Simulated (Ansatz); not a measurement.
## SrB4 (built on the sites of a database entry of SrIn4): a soft mode frozen in

Aim: this structure of SrB4 (built on the sites of a database entry of SrIn4) is to be tested for unstable modes, and one is followed downhill.

Method: DFT PBEsol, scalar-relativistic, plane waves, PAW, in Ansatz 0.2.0.

Report form: the programs' logs are mostly left out.

The structure was built from a prototype and need not be the compound's stable phase.

**1. Set-up**

The structure is tetragonal, space group I4/mmm (No. 139). Conventional cell: a = 3.146 Å, b = 3.146 Å, c = 10.522 Å, α = 90.00°, β = 90.00°, γ = 90.00°. Nearest to Sr lie 16 B at 2.83 to 3.06 Å and 4 Sr at 3.15 Å. Nearest to B lie 8 B at 1.80 to 2.22 Å and 4 Sr at 3.06 Å. Nearest to B lie 8 B at 1.80 to 2.84 Å and 4 Sr at 2.83 Å. Farther neighbours are not listed.

Coordinates:

```cif
data_structure
_symmetry_space_group_name_H-M 'I4/mmm'
_symmetry_Int_Tables_number 139
_cell_length_a 3.1457
_cell_length_b 3.1457
_cell_length_c 10.5222
_cell_angle_alpha 90.000
_cell_angle_beta 90.000
_cell_angle_gamma 90.000
_cell_volume 104.12
loop_
_atom_site_label
_atom_site_type_symbol
_atom_site_symmetry_multiplicity
_atom_site_Wyckoff_symbol
_atom_site_fract_x
_atom_site_fract_y
_atom_site_fract_z
_atom_site_occupancy
Sr1 Sr 2 a 0.00000 0.00000 0.00000 1
B1 B 4 d 0.50000 0.00000 0.25000 1
B2 B 4 e 0.00000 0.00000 0.33399 1
```

**2. The dispersion**

The cell comes from relaxations at this level that are not shown. Stability and thermal properties need the whole zone. Linear response on a 2×2×2 q mesh gives force constants as far as a supercell of that size would.

File input.yaml:

```yaml
crystal:
  lattice:
    - [-1.5728358157, 1.5728358157, 5.2610765084]
    - [1.5728358157, -1.5728358157, 5.2610765084]
    - [1.5728358157, 1.5728358157, -5.2610765084]
  atoms:
    - { symbol: Sr, position: [0.0, 0.0, 0.0] }
    - { symbol: B, position: [0.25, 0.75, 0.5] }
    - { symbol: B, position: [0.75, 0.25, 0.5] }
    - { symbol: B, position: [0.3339941831, 0.3339941831, 0.0] }
    - { symbol: B, position: [0.6660058169, 0.6660058169, 0.0] }
kpoints:
  mp_grid: { grid: [16, 16, 16] }
hamiltonian:
  xc: pbesol
scf:
  occupations: { method: methfessel_paxton, width: 0.2 }
output:
  eigenvalues: true
phonons:
  method: dfpt
  qmesh: [2, 2, 2]
  temperatures: { t_max: 1000, t_step: 50 }
  qpath:
    path:
      - [[0.0, 0.0, 0.0], [0.0, 0.0, 0.5], [0.25, 0.25, 0.25], [0.0, 0.5, 0.0], [0.0, 0.0, 0.0], [0.5, 0.5, -0.5], [0.27234383, 0.72765617, -0.27234383]]
      - [[-0.27234383, 0.27234383, 0.27234383], [0.0, 0.0, 0.0]]
      - [[0.0, 0.0, 0.5], [-0.04468765, 0.04468765, 0.5]]
      - [[0.5, 0.5, -0.04468765], [0.5, 0.5, -0.5]]
    npoints: 10
```

Launch:

```bash
ansatz run input.yaml --threads 8 --pin off --max-ram 14336MiB --backend cpu --events-out ev --progress --plain --runs-dir out
```

Run time: 6.2 min. Hardware: 8 threads of Arm Neoverse V1, shared host; peak memory 2.5 GiB.

This step gave:

```yaml
volume_per_atom: 10.41 Å³
gap_on_the_k_mesh: 0 eV
sum_rule_residual_before_enforcement: 2.10e-5 eV/Å²
lowest_frequency_on_the_path: -459.5 cm⁻¹
point_group: 4/mmm
highest_frequency_on_the_path_or_at_a_solved_wavevector: 751.9 cm⁻¹
highest_optical_mode_at_the_zone_centre_no_lo_to_term: 747.6 cm⁻¹
lowest_optical_zone_centre_mode: -449.7 cm⁻¹
lowest_mode_on_the_q_mesh_acoustic_modes_at_gamma_apart: -459.5 cm⁻¹
```

Frequencies (cm⁻¹) solved at each irreducible wavevector; negative means imaginary. Frequencies by wavevector, by row:

```tsv
q in reciprocal lattice units	star	mode 1	mode 2	mode 3	mode 4	mode 13	mode 14	mode 15
0 0 0	1	-449.7	-449.7	0	0	667.5	747.6	747.6
0 0 -0.5	2	61.2	149.1	160.4	180.6	625	684.6	688
0 -0.5 0	4	-275.6	-244.9	66.2	118.1	687.5	688.3	694.8
-0.5 -0.5 -0.5	1	-459.5	-459.5	128.4	128.5	687.2	749.1	749.1
```

Interpolated from a 2×2×2 q mesh, rough between the solved points. Phonon branches along the path, in cm⁻¹:

```tsv
point	branch 1	branch 2	branch 3	branch 4	branch 12	branch 13	branch 14	branch 15
Γ	-450	-450	0	0	668	668	748	748
halfway	-252	102	107	131	668	684	707	723
X	61	149	160	181	603	625	685	688
halfway	66	139	164	179	600	627	685	688
P	71	130	172	172	598	629	686	686
halfway	-105	-102	116	148	640	661	695	697
N	-276	-245	66	118	672	688	688	695
halfway	-401	-191	-51	99	670	679	728	736
Γ	-450	-450	0	0	668	668	748	748
halfway	-455	-455	81	81	665	667	748	748
M	-460	-460	128	128	663	687	749	749
halfway	-415	-251	87	116	667	672	732	747
S	-290	-230	76	118	664	685	698	698
jump to S0	-290	-230	76	118	664	685	698	698
halfway	-392	-114	-74	106	672	680	725	731
Γ	-450	-450	0	0	668	668	748	748
jump to X	61	149	160	181	603	625	685	688
halfway	60	142	165	180	603	627	685	688
R	57	129	172	180	603	632	688	688
jump to G′	57	129	172	180	603	632	688	688
halfway	-294	-63	34	139	664	680	725	728
M	-460	-460	128	128	663	687	749	749
```

Symmetry leaves 4 wavevectors to solve. The lowest mode among them, the acoustic zeros apart, lies at q = (-0.5, -0.5, -0.5) and is imaginary, 459.5i cm⁻¹, so the energy falls along it.

**3. The mode frozen in, largest atomic shift 0 Å**

The mode followed lies at Γ with frequency 449.7i cm⁻¹ and is 2-fold degenerate, one of the unstable modes though not the softest. At small amplitude the distorted cell has space group no. 2 by a symmetry search on the positions. The undistorted cell that holds it gives the zero of energy on the same k mesh.

input.yaml, the sections that differ from step 2:

```yaml
output:
  forces: true
  stress: true
  eigenvalues: true
# crystal, kpoints, hamiltonian, scf: as in step 2
# phonons: removed
```

Wall time 2.5 s (8 threads); peak memory 0.54 GiB; 17 s of CPU time.

This step gave:

```yaml
pressure: 0.001444 GPa
energy_from_the_undistorted_cell: 0 meV/atom
```

The run ends at a pressure of 0.00 GPa, with forces up to 5.5e-4 eV/Å.

**4. The mode frozen in, largest atomic shift 0.22 Å**

The atoms are moved along the unstable eigenvector, the largest shift by 0.22 Å, with the cell fixed.

input.yaml, the sections that differ from step 3:

```yaml
crystal:
  lattice:
    - [-1.5728358157, 1.5728358157, 5.2610765084]
    - [1.5728358157, -1.5728358157, 5.2610765084]
    - [1.5728358157, 1.5728358157, -5.2610765084]
  atoms:
    - { symbol: Sr, position: [0.0, 0.0, 0.0] }
    - { symbol: B, position: [0.2490655631, 0.8199311269, 0.56899669] }
    - { symbol: B, position: [0.7509344369, 0.1800688731, 0.43100331] }
    - { symbol: B, position: [0.3347185861, 0.388206849, 0.0549370688] }
    - { symbol: B, position: [0.6652814139, 0.611793151, -0.0549370688] }
# kpoints, hamiltonian, scf, output: as in step 3
```

Wall time 13 s (8 threads); peak memory 1.5 GiB.

Numbers from this step:

* pressure: -0.1742 GPa
* energy from the undistorted cell: -88.15 meV/atom

The energy, extrapolated to zero smearing, is -88.15 meV/atom against the undistorted cell.

The run ends at a pressure of -0.17 GPa, with forces up to 1.4 eV/Å.

**5. Energy along the mode, all amplitudes (two of the runs are shown above)**

An imaginary frequency means negative curvature, so the energy should fall and then rise again as anharmonic terms take over.

Numbers from this step:

```yaml
depth_at_the_lowest_point_sampled: 88.15 meV/atom
largest_atomic_shift_at_that_point: 0.22 Å
```

The energy from the parent by largest atomic shift:

```tsv
largest atomic shift (Å)	energy from the parent (meV/atom)
0.000	0
0.040	-4.09
0.080	-17.6
0.140	-50.6
0.220	-88.2
0.320	-85.1
0.450	42.4
```

Displacement at unit largest shift by atom:

```tsv
atom	x (Å)	y (Å)	z (Å)	size
Sr1	0.00	0.00	0.00	0.00
B2	1.00	-0.01	0.00	1.00
B3	-1.00	0.01	0.00	1.00
B4	0.78	0.01	0.00	0.78
B5	-0.78	-0.01	0.00	0.78
```

The lowest of the steps tried is at 0.22 Å, 88.2 meV/atom below the parent; the bottom of the well need not coincide with a step.

**6. Relaxation from the frozen mode**

Starting from the lowest point found, all atoms and the cell are let go, so that strain and other modes of the same symmetry can join in.

input.yaml: that of step 4 with these lines changed.

```diff
@@ -21 +21,6 @@
   eigenvalues: true
+relax:
+  adjacent_minimum: "off"
+  f_tol: 0.002
+  max_steps: 120
+  cell: { stress_tol: 0.03 }
```

Run time: 6.3 min. Hardware: 8 threads; peak memory 2.2 GiB.

Relaxation path (22 of 25):

```tsv
step	energy less that of the first step (eV)	largest force component (eV/Å)	pressure (GPa)	volume (Å³)
1	0.0000	1.2764	-0.17	52.06
2	-0.3704	0.7389	-3.66	53.29
3	-0.5228	0.3381	-1.78	52.70
4	-0.5616	0.1690	0.11	52.49
6	-0.5683	0.0332	0.05	52.40
7	-0.5685	0.0274	0.08	52.41
8	-0.5695	0.0333	-0.04	52.48
9	-0.5713	0.0810	-0.53	52.70
10	-0.5638	0.6607	-0.50	53.81
11	-0.5762	0.2750	1.59	52.12
12	-0.6553	0.4869	2.40	52.32
14	-0.7176	0.3204	1.16	53.10
15	-0.7654	0.2980	-0.02	53.66
16	-0.8085	0.2753	-0.61	53.31
17	-0.8139	0.0928	-0.54	53.47
18	-0.8153	0.0397	-0.28	53.22
19	-0.8164	0.0207	0.24	53.10
20	-0.8164	0.0015	0.00	53.18
22	-0.8195	0.0024	0.01	53.20
23	-0.8194	0.0056	0.00	53.21
24	-0.8195	0.0008	0.00	53.20
25*	-0.8195	0.0008	0.00	53.20
```

Relaxation steps marked * repeat the geometry before them on a plane-wave basis chosen anew for their cell, so energy and pressure can jump there. Other such steps can lie between the rows shown. Relaxation steps 10, 13, 23 were tried and not accepted.

Forces are held to the 2 operations that the run works with; a distortion that breaks them can't arise in this run.

```tsv
cell as run	before	after	change
a (Å)	5.712	5.665	-0.8 %
b (Å)	5.712	5.665	-0.8 %
c (Å)	5.712	5.490	-3.9 %
α (°)	148.03	146.60	-1.0 %
β (°)	148.03	146.60	-1.0 %
γ (°)	45.84	47.82	+4.3 %
volume (Å³/atom)	10.41	10.64	+2.2 %
```

The atoms that moved most (Å, as changes of fractional coordinates times the final cell):

```tsv
atom	dx	dy	dz	length
B4	0.068	0.242	-0.206	0.325
B5	-0.068	-0.242	0.206	0.325
B2	-0.014	-0.205	-0.006	0.205
B3	0.014	0.205	0.006	0.205
```

The relaxed structure:

```cif
data_structure
_symmetry_space_group_name_H-M 'P 1'
_symmetry_Int_Tables_number 1
_cell_length_a 5.6648
_cell_length_b 5.6648
_cell_length_c 5.4901
_cell_angle_alpha 146.599
_cell_angle_beta 146.599
_cell_angle_gamma 47.824
_cell_volume 53.20
loop_
_atom_site_label
_atom_site_type_symbol
_atom_site_fract_x
_atom_site_fract_y
_atom_site_fract_z
_atom_site_occupancy
Sr1 Sr 0.00000 0.00000 0.00000 1
B2 B 0.18527 0.81475 0.50001 1
B3 B 0.81473 0.18525 0.49999 1
B4 B 0.39142 0.39143 0.15622 1
B5 B 0.60858 0.60857 0.84378 1
```

Numbers from this step:

| Property | Result |
| --- | --- |
| pressure | 0.002439 GPa |
| volume per atom | 10.64 Å³ |

The distorted start has space group P-1; the relaxation ends in C2/m.

**7. The new phase in its own primitive cell**

The relaxed structure is symmetrised, reduced to its primitive cell and relaxed tightly, as its phonons need.

File input.yaml:

```yaml
crystal:
  lattice:
    - [2.2430921516, -2.2961550776, 0.0]
    - [2.2430921516, 2.2961550776, 0.0]
    - [-1.8623986626, 0.0, 5.1646093327]
  atoms:
    - { symbol: Sr, position: [0.0, 0.0, 0.0] }
    - { symbol: B, position: [0.814739214, 0.185260786, 0.5] }
    - { symbol: B, position: [0.185260786, 0.814739214, 0.5] }
    - { symbol: B, position: [0.3914270754, 0.3914270754, 0.6266305288] }
    - { symbol: B, position: [0.6085729246, 0.6085729246, 0.3733694712] }
kpoints:
  mp_grid: { grid: [12, 12, 8] }
hamiltonian:
  xc: pbesol
scf:
  occupations: { method: methfessel_paxton, width: 0.2 }
output:
  forces: true
  stress: true
  eigenvalues: true
relax:
  adjacent_minimum: "off"
  f_tol: 0.001
  max_steps: 60
  cell: { stress_tol: 0.01 }
```

Elapsed: 19 s, on 8 threads; peak memory 0.59 GiB; 2.4 min of CPU time.

Little changed from the start: no atom moved by 0.005 Å and no cell edge by 0.1 %.

Numbers from this step:

| Item | Value |
| --- | --- |
| pressure | -0.002288 GPa |

The largest force component left is 0.20 meV/Å and the pressure is -0.002 GPa, within the tolerances set. The cell now holds 10.64 Å³/atom.

**8. Modes of the new phase, k-mesh 12×12×8**

A relaxed structure may still be a saddle point, so its zone-centre modes are computed. No field response is asked, since the mesh shows no gap.

File input.yaml:

```yaml
crystal:
  lattice:
    - [2.2436657353, -2.2957041075, -0.0009759657]
    - [2.2436657353, 2.2957041075, -0.0009759657]
    - [-1.8651220116, 0.0, 5.1649839648]
  atoms:
    - { symbol: Sr, position: [0.0, 0.0, 0.0] }
    - { symbol: B, position: [0.8148019348, 0.1851980652, 0.5] }
    - { symbol: B, position: [0.1851980652, 0.8148019348, 0.5] }
    - { symbol: B, position: [0.3913846387, 0.3913846387, 0.6265903434] }
    - { symbol: B, position: [0.6086153613, 0.6086153613, 0.3734096566] }
kpoints:
  mp_grid: { grid: [12, 12, 8] }
hamiltonian:
  xc: pbesol
scf:
  occupations: { method: methfessel_paxton, width: 0.2 }
output:
  eigenvalues: true
phonons:
  method: dfpt
```

It took 60 s on 8 threads; peak memory 1.8 GiB; 7 min of CPU time.

This step gave:

| Property | Result |
| --- | --- |
| sum-rule residual before enforcement | 1.29e-4 eV/Å² |
| point group | 2/m |
| highest optical mode at the zone centre (no LO-TO term) | 1043 cm⁻¹ |
| lowest optical zone-centre mode | 177.1 cm⁻¹ |

Patterns of degenerate modes are one choice out of their space. Modes at Γ, with each element's share of the kinetic energy:

```tsv
mode	frequency (cm⁻¹)	symmetry	Sr %	B %
1	0.0	acoustic	67	33
2	0.0	acoustic	67	33
3	0.0	acoustic	67	33
4	177.1	Bu	32	68
5	182.5	Au	33	67
6	218.6	Bu	31	69
7	229.8	Bg	0	100
8	430.1	Bg	0	100
9	505.4	Bu	3	97
10	556.8	Ag	0	100
11	618.7	Ag	0	100
12	739.6	Bu	0	100
13	792.0	Bg	0	100
14	858.7	Au	0	100
15	1043.1	Ag	0	100
```

Displacements in mode 4 (177.1 cm⁻¹), the largest set to 1:
```
Sr1  0.48  0.00 -0.05
B2  -1.00  0.00 -0.12
B3  -1.00  0.00 -0.12
B4  -0.96  0.00  0.32
B5  -0.96  0.00  0.32
```

Displacements in mode 7 (229.8 cm⁻¹), the largest set to 1:
```
Sr1  0.00  0.00  0.00
B2  -1.00  0.00 -0.84
B3   1.00  0.00  0.84
B4   0.00  0.40  0.00
B5   0.00 -0.40  0.00
```

Before it was imposed, the acoustic sum rule was missed by 1.3e-4 eV/Å². Small misses are needed for a sound result but don't prove that mesh and cutoff are converged. The lowest optical mode is real, 177 cm⁻¹.

**9. The phases reached**

The phases reached along the modes that were followed are set side by side.

Energies are those of the first relaxation, on the mesh of the frozen mode; space group, volume and gap are those of the last relaxation. Phases, by row:

```tsv
mode frozen in	space group	energy from parent (meV/atom)	volume (Å³/atom)	gap on mesh (eV)	lowest zone-centre optical mode (cm⁻¹)	largest shift (Å)
parent	I4/mmm	0	10.41	0	–	–
q = (-0.5, -0.5, -0.5), 460i cm⁻¹	Cmcm	-254.2	10.64	0	–	0.453
q = (-0.5, -0.5, -0.5), 460i cm⁻¹	Pmmn	-201.8	10.49	0	–	0.372
q = (-0.5, -0.5, -0.5), 460i cm⁻¹	Cmcm	-254.2	10.64	0	–	0.453
q = (0, 0, 0), 450i cm⁻¹	C2/m	-202.8	10.5	0	145.4	0.355
q = (0, 0, 0), 450i cm⁻¹	C2/m	-252.1	10.64	0	177.1	0.397
```

**10. What came out**

| Item | Value |
| --- | --- |
| unstable mode of the parent | q = (0, 0, 0), 450i cm⁻¹ |
| depth at the lowest point sampled | 88.2 meV/atom |
| largest atomic shift at that point | 0.22 Å |
| space group reached (within 0.01 Å) | C2/m |
| energy gained over the parent (first relaxation, on the mesh of the frozen mode) | 252 meV/atom |
| volume per atom, phase reached | 10.6 Å³ |
| lowest optical zone-centre mode, phase reached | 177 cm⁻¹ |
| highest optical mode at the zone centre (no LO-TO term), phase reached | 1043 cm⁻¹ |

In words: Along this mode the structure falls into C2/m, 252 meV/atom below the parent. At the parent's cell the well is 88.15 meV/atom deep on the steps tried, with its lowest point at a shift of 0.22 Å. Relaxing atoms and cell changes the gain by +163.90 meV/atom against the lowest step (energies at zero smearing). Most of the total comes from this relaxation. The new phase has no imaginary mode at the zone centre of its cell; other wavevectors were not checked. Of the 5 patterns followed to their end from this parent, this one ends 2.20 meV/atom above the lowest, Cmcm. Each path keeps the symmetry of its pattern, so a lower phase may lie along a pattern not tried. The q mesh stands for a supercell only 6.3 Å across, so branches between the solved wavevectors are rough. With no gap, or one that is small against the smearing, the frequencies hang on the k mesh and the smearing, most of all near Kohn anomalies. A phonon run warned that its eigensolver left some bands unconverged in a pass. The starting cell was built on a prototype and not taken from a measurement, so the phase need not exist.

[Logs are printed without paths, hosts, clocks, repeated set-up lines and the standing remarks that a program may print on its own settings, such as how far it seeks lower states.]

[Hosts, paths, dates, database ids (printed as entryN), source tags and the programs' standing remarks are cut or masked in the printed files.]
